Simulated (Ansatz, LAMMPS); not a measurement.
**Relaxing a frame of liquid propylene carbonate from 300 K (117 atoms)**

Aim: bring a frame of liquid propylene carbonate from 300 K (117 atoms) to a nearby minimum of the energy and see what moves.

Program: Ansatz 0.2.0. Level of theory: Kohn-Sham DFT, PBE+D4, PAW (set soft_2), plane waves. Results are calculated unless marked as measured.

## (1) Set-up

The cell holds 117 atoms: 36 C, 27 O and 54 H. Its edges and angles: a = 10.830 Å, b = 10.830 Å, c = 10.830 Å, α = 90.0°, β = 90.0°, γ = 90.0°. 9 propylene carbonate placed at random, at 1.2 g/cm³; overlaps pushed apart, then 10 ps at 400 K with MMFF94 bonds, angles, torsions, charges and radii (Halgren, J. Comput. Chem. 17, 490 (1996)) in harmonic and 12-6 forms. Snapshot after 20 ps at 300 K and fixed volume.

Limits known from the start: The network of contacts between molecules at the start is that of the classical potential that made the cell. The density was typed from a rule of thumb and may lie off the real one at this temperature. The Brillouin zone is sampled at Γ only, in a cell whose shortest periodic width is 11 Å.

## (2) Making the structure

A classical potential supplies the starting structure, since it reaches far longer times than DFT.

This step: classical MD, MMFF94 bonds, angles, torsions, charges and radii (Halgren, J. Comput. Chem. 17, 490 (1996)) in harmonic and 12-6 forms (LAMMPS 22 Jul 2025 - Update 4).

Input file in.lmp:

```
# liquid propylene carbonate
units real
atom_style full
boundary p p p
bond_style harmonic
angle_style harmonic
dihedral_style opls
improper_style harmonic
special_bonds lj 0 0 0.5 coul 0 0 0.75
read_data data.lmp
neigh_modify delay 0 every 1 check yes one 4000
comm_modify cutoff 12.0
timestep 0.5
thermo_style custom step time temp pe press density
thermo_modify norm yes
# push overlapping molecules apart
pair_style soft 2.6
pair_coeff * * 0.0
variable a equal ramp(1,60)
fix ad all adapt 1 pair soft a * * v_a
velocity all create 400 321667 mom yes dist gaussian
fix lim all nve/limit 0.03
fix lan all langevin 400 400 50 321668 zero yes
thermo 1000
run 3000 post no
unfix ad
pair_style lj/cut/coul/long 9.0
pair_modify mix arithmetic tail yes
pair_coeff 1 1 0.0678 3.3680   # C
pair_coeff 2 2 0.0763 3.0430   # O
pair_coeff 3 3 0.0678 3.4070   # C
pair_coeff 4 4 0.0763 2.9870   # O
pair_coeff 5 5 0.0216 2.5400   # H
kspace_style pppm 1.0e-4
# [... 17 lines left out ...]
compute msd all msd com yes
thermo 5000
fix md all nvt temp 300 300 100
run 20000 post no
print "== T300: mean square displacement over the hold $(c_msd[4]:%.2f) A^2"
unfix md
uncompute msd
write_dump all custom T300.dump id type xs ys zs modify sort id
```

Launch:

```
> lmp -in in.lmp -log none -nocite
```

Numbers of over 12 decimals in the logs are rounded to 6 here.

What it wrote:

```text
LAMMPS (22 Jul 2025 - Update 4)
Reading data file ...
  orthogonal box = (0 0 0) to (10.83035 10.83035 10.83035)
  117 atoms
  orthogonal box = (0 0 0) to (10.83035 10.83035 10.83035)
  117 bonds
  207 angles
  252 dihedrals
  9 impropers
   Step          Time           Temp          PotEng         Press         Density
         0   0              400            0.6569439      3019.3342      1.2010001
      1000   500            348.99199      1.6175004      14519.629      1.2010001
      2000   1000           424.39708      1.7046989      11976.148      1.2010001
      3000   1500           425.78097      1.6615654      16766.246      1.2010001
[... 29 lines left out ...]
Loop time of 4.09713 s on 1 MPI rank(s) for 10000 steps with 117 atoms
   Step          Time           Temp          PotEng         Press         Density
[... 4 lines left out ...]
Loop time of 2.0167 s on 1 MPI rank(s) for 5000 steps with 117 atoms
   Step          Time           Temp          PotEng         Press         Density
[... 2 lines left out ...]
     25000   24000          314.19443     -1.5312762      5997.778       1.2010001
     30000   29000          312.56288     -1.5937503     -3604.6738      1.2010001
     35000   34000          273.81821     -1.4500376      1714.8143      1.2010001
     37000   36000          262.06505     -1.595907      -4186.4238      1.2010001
Loop time of 7.98397 s on 1 MPI rank(s) for 20000 steps with 117 atoms
== T300: mean square displacement over the hold 5.98 A^2
```

Elapsed: 16 s, on 1 thread of Arm Neoverse V2, shared host; peak memory 0.12 GiB.

The input also reads data.lmp (atoms, bonds and types; not printed here).

## (3) Single point at the start

A single point comes first, to see the forces before anything moves.

Input file input.yaml:

```yaml
crystal:
  lattice:
    - [10.83035, 0.0, 0.0]
    - [0.0, 10.83035, 0.0]
    - [0.0, 0.0, 10.83035]
  atoms:
    - { symbol: C, position: [0.90804, 0.52597, 0.71766] }
    - { symbol: C, position: [0.95888, 0.3969, 0.69906] }
    - { symbol: C, position: [0.87672, 0.3138, 0.62648] }
    - { symbol: O, position: [0.90672, 0.34418, 0.50218] }
    - { symbol: C, position: [0.02608, 0.38839, 0.50591] }
    - { symbol: O, position: [0.08332, 0.40018, 0.41079] }
    - { symbol: O, position: [0.06768, 0.40366, 0.62301] }
    - { symbol: H, position: [0.8242, 0.52433, 0.76994] }
    - { symbol: H, position: [0.88559, 0.56971, 0.62965] }
    - { symbol: H, position: [0.974, 0.5878, 0.76243] }
    - { symbol: H, position: [0.97929, 0.35746, 0.79316] }
    - { symbol: H, position: [0.89079, 0.22056, 0.6463] }
    - { symbol: H, position: [0.77341, 0.3243, 0.62684] }
    - { symbol: C, position: [0.81203, 0.95198, 0.54314] }
    - { symbol: C, position: [0.76428, 0.86023, 0.63346] }
    - { symbol: C, position: [0.68181, 0.91786, 0.7241] }
    - { symbol: O, position: [0.56631, 0.91598, 0.66227] }
    - { symbol: C, position: [0.57829, 0.82611, 0.56792] }
    - { symbol: O, position: [0.49756, 0.79784, 0.49746] }
    - { symbol: O, position: [0.69223, 0.77773, 0.56995] }
    - { symbol: H, position: [0.86637, 0.02507, 0.58728] }
    - { symbol: H, position: [0.7356, 0.00223, 0.49778] }
    - { symbol: H, position: [0.85636, 0.91095, 0.46853] }
    - { symbol: H, position: [0.84213, 0.81652, 0.68751] }
    - { symbol: H, position: [0.67408, 0.86843, 0.80902] }
    - { symbol: H, position: [0.71496, 0.0117, 0.7409] }
    - { symbol: C, position: [0.79348, 0.5796, 0.32703] }
    - { symbol: C, position: [0.69572, 0.58387, 0.22857] }
    - { symbol: C, position: [0.62023, 0.70088, 0.21675] }
    - { symbol: O, position: [0.59973, 0.70977, 0.08465] }
    - { symbol: C, position: [0.70539, 0.66867, 0.03728] }
    - { symbol: O, position: [0.74578, 0.68589, 0.93349] }
    - { symbol: O, position: [0.76897, 0.60209, 0.11908] }
    - { symbol: H, position: [0.87239, 0.52566, 0.28905] }
    - { symbol: H, position: [0.7587, 0.53119, 0.40771] }
    - { symbol: H, position: [0.82446, 0.67292, 0.35005] }
    - { symbol: H, position: [0.63895, 0.49474, 0.22142] }
    - { symbol: H, position: [0.53584, 0.68647, 0.26842] }
    - { symbol: H, position: [0.66646, 0.78863, 0.24678] }
    - { symbol: C, position: [0.32989, 0.81798, 0.9633] }
    - { symbol: C, position: [0.20308, 0.88398, 0.96793] }
    - { symbol: C, position: [0.20605, 0.01737, 0.99902] }
    - { symbol: O, position: [0.08692, 0.05097, 0.96187] }
    - { symbol: C, position: [0.06581, 0.98148, 0.8569] }
    - { symbol: O, position: [0.97826, 0.01009, 0.78983] }
    - { symbol: O, position: [0.14517, 0.88815, 0.84633] }
    - { symbol: H, position: [0.32551, 0.72452, 0.00557] }
    - { symbol: H, position: [0.39997, 0.87449, 0.0093] }
    - { symbol: H, position: [0.35636, 0.79357, 0.86825] }
    - { symbol: H, position: [0.14976, 0.8384, 0.03858] }
    - { symbol: H, position: [0.2252, 0.02788, 0.09359] }
    - { symbol: H, position: [0.27504, 0.06791, 0.93873] }
    - { symbol: C, position: [0.12373, 0.7347, 0.51823] }
    - { symbol: C, position: [0.1593, 0.7901, 0.3949] }
    - { symbol: C, position: [0.17806, 0.68547, 0.30162] }
    - { symbol: O, position: [0.06167, 0.67242, 0.2465] }
    - { symbol: C, position: [0.01274, 0.78885, 0.25553] }
    - { symbol: O, position: [0.92393, 0.8254, 0.19691] }
    - { symbol: O, position: [0.05906, 0.85864, 0.34542] }
    - { symbol: H, position: [0.12859, 0.80239, 0.58965] }
    - { symbol: H, position: [0.1853, 0.65504, 0.53889] }
    - { symbol: H, position: [0.0246, 0.70563, 0.52237] }
    - { symbol: H, position: [0.23994, 0.85091, 0.40638] }
    - { symbol: H, position: [0.23328, 0.7233, 0.23035] }
    - { symbol: H, position: [0.21745, 0.59257, 0.33402] }
    - { symbol: C, position: [0.74796, 0.18493, 0.25161] }
    - { symbol: C, position: [0.81771, 0.10808, 0.15881] }
    - { symbol: C, position: [0.72335, 0.02724, 0.09604] }
    - { symbol: O, position: [0.68547, 0.09301, 0.98941] }
    - { symbol: C, position: [0.76778, 0.18338, 0.97246] }
    - { symbol: O, position: [0.76796, 0.25517, 0.88599] }
    - { symbol: O, position: [0.86276, 0.18014, 0.05983] }
    - { symbol: H, position: [0.82031, 0.24514, 0.2891] }
    - { symbol: H, position: [0.70731, 0.12943, 0.32689] }
    - { symbol: H, position: [0.66965, 0.23935, 0.2023] }
    - { symbol: H, position: [0.8935, 0.06849, 0.20735] }
    - { symbol: H, position: [0.77042, 0.95149, 0.05258] }
    - { symbol: H, position: [0.64294, 0.98591, 0.13703] }
    [... 33 atom lines left out ...]
    - { symbol: H, position: [0.10045, 0.62364, 0.03404] }
    - { symbol: H, position: [0.01178, 0.50411, 0.95639] }
    - { symbol: H, position: [0.17187, 0.5249, 0.9232] }
    - { symbol: H, position: [0.0827, 0.46034, 0.18629] }
    - { symbol: H, position: [0.14219, 0.2526, 0.14968] }
    - { symbol: H, position: [0.09683, 0.28378, 0.99648] }
kpoints:
  mp_grid: { grid: [1, 1, 1] }
hamiltonian:
  xc: pbe
  dispersion: d4
scf:
  occupations: { method: fixed }
output:
  forces: true
  stress: true
  populations: true
  dos:
    method: { smearing: { sigma: 0.1 } }
    de: 0.1
    projected: { site_lists: { C: [C], H: [H], O: [O] } }
  eigenvalues: true
```

Launch:

```
> ansatz run input.yaml --threads 4 --pin off --max-ram 8192MiB --backend cpu --events-out ev --progress --plain --runs-dir out
```

What it wrote:

```text
Engine: ansatz 0.2.0, aarch64-unknown-linux-gnu
Pseudopotentials: kind: paw
Pseudopotential: C, paw, valence charge 4, recommended cutoff 420 eV (normal), C.paw.azcp
Pseudopotential: O, paw, valence charge 6, recommended cutoff 420 eV (normal), O.paw.azcp
Pseudopotential: H, paw, valence charge 1, recommended cutoff 420 eV (normal), H.paw.azcp
[... 5 lines on functional and potentials left out ...]
Crystal: 117 atoms, lattice volume = 1270.362 Å³
Basis set: ecut = 420 eV, 24837 PW (Γ), exchange–correlation on 150×150×150 points (8 copies of the dense FFT grid, shifted against one another)
Bands: 297, of which v1, the nominal top of the filled ones, is band 180 counted from 1 (179 counted from 0)
Symmetry: 1 space group operations
Space group: P1 (ITA 1), of the structure as read, at distance tolerance 1.1e-4 Å
k-points: 1
[... 7 lines on functional and potentials left out ...]
Initial density: superposition of atomic densities (neutral atoms: chi_scale 0, normalization atom), corrected by the library's trained network
Initial wavefunctions: pseudopotential atomic-orbital guess
Functional: x = pbe(κ = 0.804, μ = 0.219515), c = pbe(β = 0.066725)
SCF iter   1: F=—  HF=-25205.507533 eV  |F-HF|=—  |Δ(HF+E_count)|=         —  Δρ=5.55e-3  dr2=3.64e-1  ethr=1.77e-3  ⟨swp⟩=5.0  Hψ=1034  notcnv=0  defer=114
preconditioner: auto → Resta (q_TF=auto, 2.211 Å⁻¹)  ε∞=2.4  [insulator: Δε(μ)=5.071 eV  Ē_g=16.900 eV  n_scr=250 (ndim 8)  ℏωp=19.8 eV  f_vac=0.269  ε∞_Penn≈2.4]
SCF iter   2: F=—  HF=-25205.455875 eV  |F-HF|=—  |Δ(HF+E_count)|=   5.17e-2  Δρ=3.01e-3  dr2=7.75e-2  ethr=1.01e-4  ⟨swp⟩=2.0  Hψ=422  notcnv=0  defer=115
SCF iter   3: F=—  HF=-25205.456267 eV  |F-HF|=—  |Δ(HF+E_count)|=   3.92e-4  Δρ=1.40e-3  dr2=2.57e-2  ethr=2.15e-5  ⟨swp⟩=2.0  Hψ=354  notcnv=0  defer=115
SCF iter   4: F=—  HF=-25205.455239 eV  |F-HF|=—  |Δ(HF+E_count)|=   1.03e-3  Δρ=3.95e-4  dr2=2.42e-3  ethr=7.15e-6  ⟨swp⟩=2.0  Hψ=352  notcnv=0  defer=115
SCF iter   5: F=—  HF=-25205.455134 eV  |F-HF|=—  |Δ(HF+E_count)|=   1.04e-4  Δρ=1.76e-4  dr2=4.67e-4  ethr=6.72e-7  ⟨swp⟩=2.0  Hψ=351  notcnv=0  defer=115
SCF iter   6: F=—  HF=-25205.455093 eV  |F-HF|=—  |Δ(HF+E_count)|=   4.09e-5  Δρ=1.07e-4  dr2=1.33e-4  ethr=1.30e-7  ⟨swp⟩=2.0  Hψ=368  notcnv=0  defer=113
SCF iter   7: F=—  HF=-25205.455037 eV  |F-HF|=—  |Δ(HF+E_count)|=   5.67e-5  Δρ=2.91e-5  dr2=8.78e-6  ethr=3.70e-8  ⟨swp⟩=2.0  Hψ=367  notcnv=0  defer=108
SCF iter   8: F=—  HF=-25205.453522 eV  |F-HF|=—  |Δ(HF+E_count)|=   1.52e-3  Δρ=1.54e-5  dr2=2.54e-6  ethr=2.44e-9  ⟨swp⟩=2.0  Hψ=459  notcnv=0  defer=108
SCF iter   9: F=—  HF=-25205.453521 eV  |F-HF|=—  |Δ(HF+E_count)|=   2.95e-7  Δρ=4.47e-6  dr2=2.17e-7  ethr=7.06e-10  ⟨swp⟩=2.0  Hψ=362  notcnv=0  defer=108
SCF iter  10: F=-25205.453521 eV  HF=-25205.453521 eV  |F-HF|=1.33e-9  |Δ(HF+E_count)|=   6.27e-8  Δρ=1.74e-6  dr2=3.47e-8  ethr=2.78e-11  ⟨swp⟩=15.0  Hψ=2010  notcnv=0
SCF 1 converged in 10 iterations: F = -25205.453521 eV  dr2 = 3.47e-8
  greatest PAW one-centre occupation: 0.878 electrons in one spin orbital (limit 2), on the O atom at site 18 (counted from 0), in its partial waves of l = 0
SCF converged after 10 iterations
Free energy (F): -25205.453521 eV
Harris-Foulkes:  -25205.453521 eV  (|F-HF|=1.33e-9)
Internal energy: -25205.453521 eV  (E = F + TS)
E sigma→0 (E₀):  -25205.453521 eV
Fermi energy:    -0.954342 eV
--- Per-component energies (eV) ---
  E_band       = -3087.307629
  E_kinetic    = 8771.562535
  E_local      = -30678.355611  (includes V_loc(G=0)·N_el)
  E_nonlocal   = 2369.347771
  E_hartree    = 11495.698071
  E_xc         = -4192.130602
  E_vxc        = -5288.120237  (∫ρ·V_xc dr)
  E_paw        = -7879.374423  (= ΣΔE_a)
  E_vpaw       = -1253.126710  (= ΣTr[D̂ρ^β])
  E_aug_tail   = -0.007377  (compensation charges beyond the density's cutoff)
  E_ewald      = -5086.445223
  E_disp       = -5.748661  (pairwise vdW)
  E_smearing   = -0.000000  (= −TS)
  E_closure    = -0.000000  (closes the sum)
  Σ components = -25205.453521   (vs F -25205.453521, Δ=0.00e0)
--- Forces (eV/Å), atoms counted from 1 ---
  atom   1  C      0.48816241     0.30305718    -0.58211005
  atom   2  C     -0.71023515     0.70733707     2.35320878
  atom   3  C     -2.66580933     0.96077450    -0.56028289
  atom   4  O      1.44776414     0.22679147    -0.10953781
  atom   5  C     -0.35535835    -1.04386928    -1.25320700
  atom   6  O      0.53098392     0.52086170     0.34602489
  atom   7  O      0.09173578    -0.08719541    -0.70570127
  atom   8  H     -0.54324831    -0.04185367     0.63488525
  atom   9  H     -0.10462595    -0.03856390    -0.33575321
  atom  10  H      0.11868666    -0.08682958     0.21277222
  atom  11  H      0.22379272     0.08062101    -0.99962347
  atom  12  H      0.75664477    -2.04319763     0.18557840
  atom  13  H      0.89754818     0.45131373     0.78757850
  atom  14  C     -0.79795651     2.04555631     0.36172356
[...]
atom 116  H     -0.36011458    -1.25955825     1.27991543
  atom 117  H      0.05267688    -0.24040200    -0.26333345
  max |Σ_I F_I| component: 1.45e-4 eV/Å
--- Stress (GPa, compression-positive) ---
        1.174307      -0.516050      -1.145431
       -0.516049       1.678587       0.203378
       -1.145431       0.203378       3.003092
  P = ⅓ Tr σ = 1.9520 GPa (19.520 kbar)
--- Band table (eV) ---
  k-point 0: bands = ["-24.2206", "-24.2079", "-24.1619", "-24.0879", [... 281 levels ...], "10.9577", "11.0231", "11.0795", "11.1221", "11.1479", "11.1866", "11.2211", "11.2678", "11.3247", "11.3468", "11.4360", "11.5151"]
--- Löwdin populations: 117 sites ---
  site symbol       q [e]
     0      C      4.4719
     1      C      3.8878
     2      C      4.0731
[...]
116      H      0.7771
  spilling = 0.013122 (of n_electrons = 360.000000)
```

Run time: 15 s. Hardware: 4 threads of Arm Neoverse V2, shared host; peak memory 1.4 GiB; 55 s of CPU time.

The run gave:

```
free energy                                      : -25205.4535 eV
free energy per atom                             : -215.4312 eV/atom
SCF cycles                                       : 10
pressure                                         : 1.952 GPa
r.m.s. force component                           : 0.9687 eV/Å
longest force                                    : 3.996 eV/Å
Fermi energy                                     : -0.9543 eV
gap (highest filled to lowest empty level) : 4.772 eV
spilling of the projection                       : 0.01312
```

The r.m.s. force component of 0.97 eV/Å and the pressure of 2.0 GPa set the starting point.

Length of the force by element:

```csv
element,coordination,atoms,mean length of the force (eV/Å),spread,least,most
C,all,36,2.18,0.907,0.619,4.00
H,all,54,0.969,0.545,0.140,2.67
O,all,27,1.39,0.609,0.285,2.56
```

[end of part 1 of 3]

[Logs are printed without paths, hosts, clocks, repeated set-up lines and the standing remarks that a program may print on its own settings, such as how far it seeks lower states.]

[Hosts, paths, dates, database ids (printed as entryN), source tags and the programs' standing remarks are cut or masked in the printed files.]

[The MMFF94 radii named for the starting cell were scaled by 0.96; in molecules described by MMFF94, hydrogen bound to N, O or S took a small fixed 12-6 site in their place.]
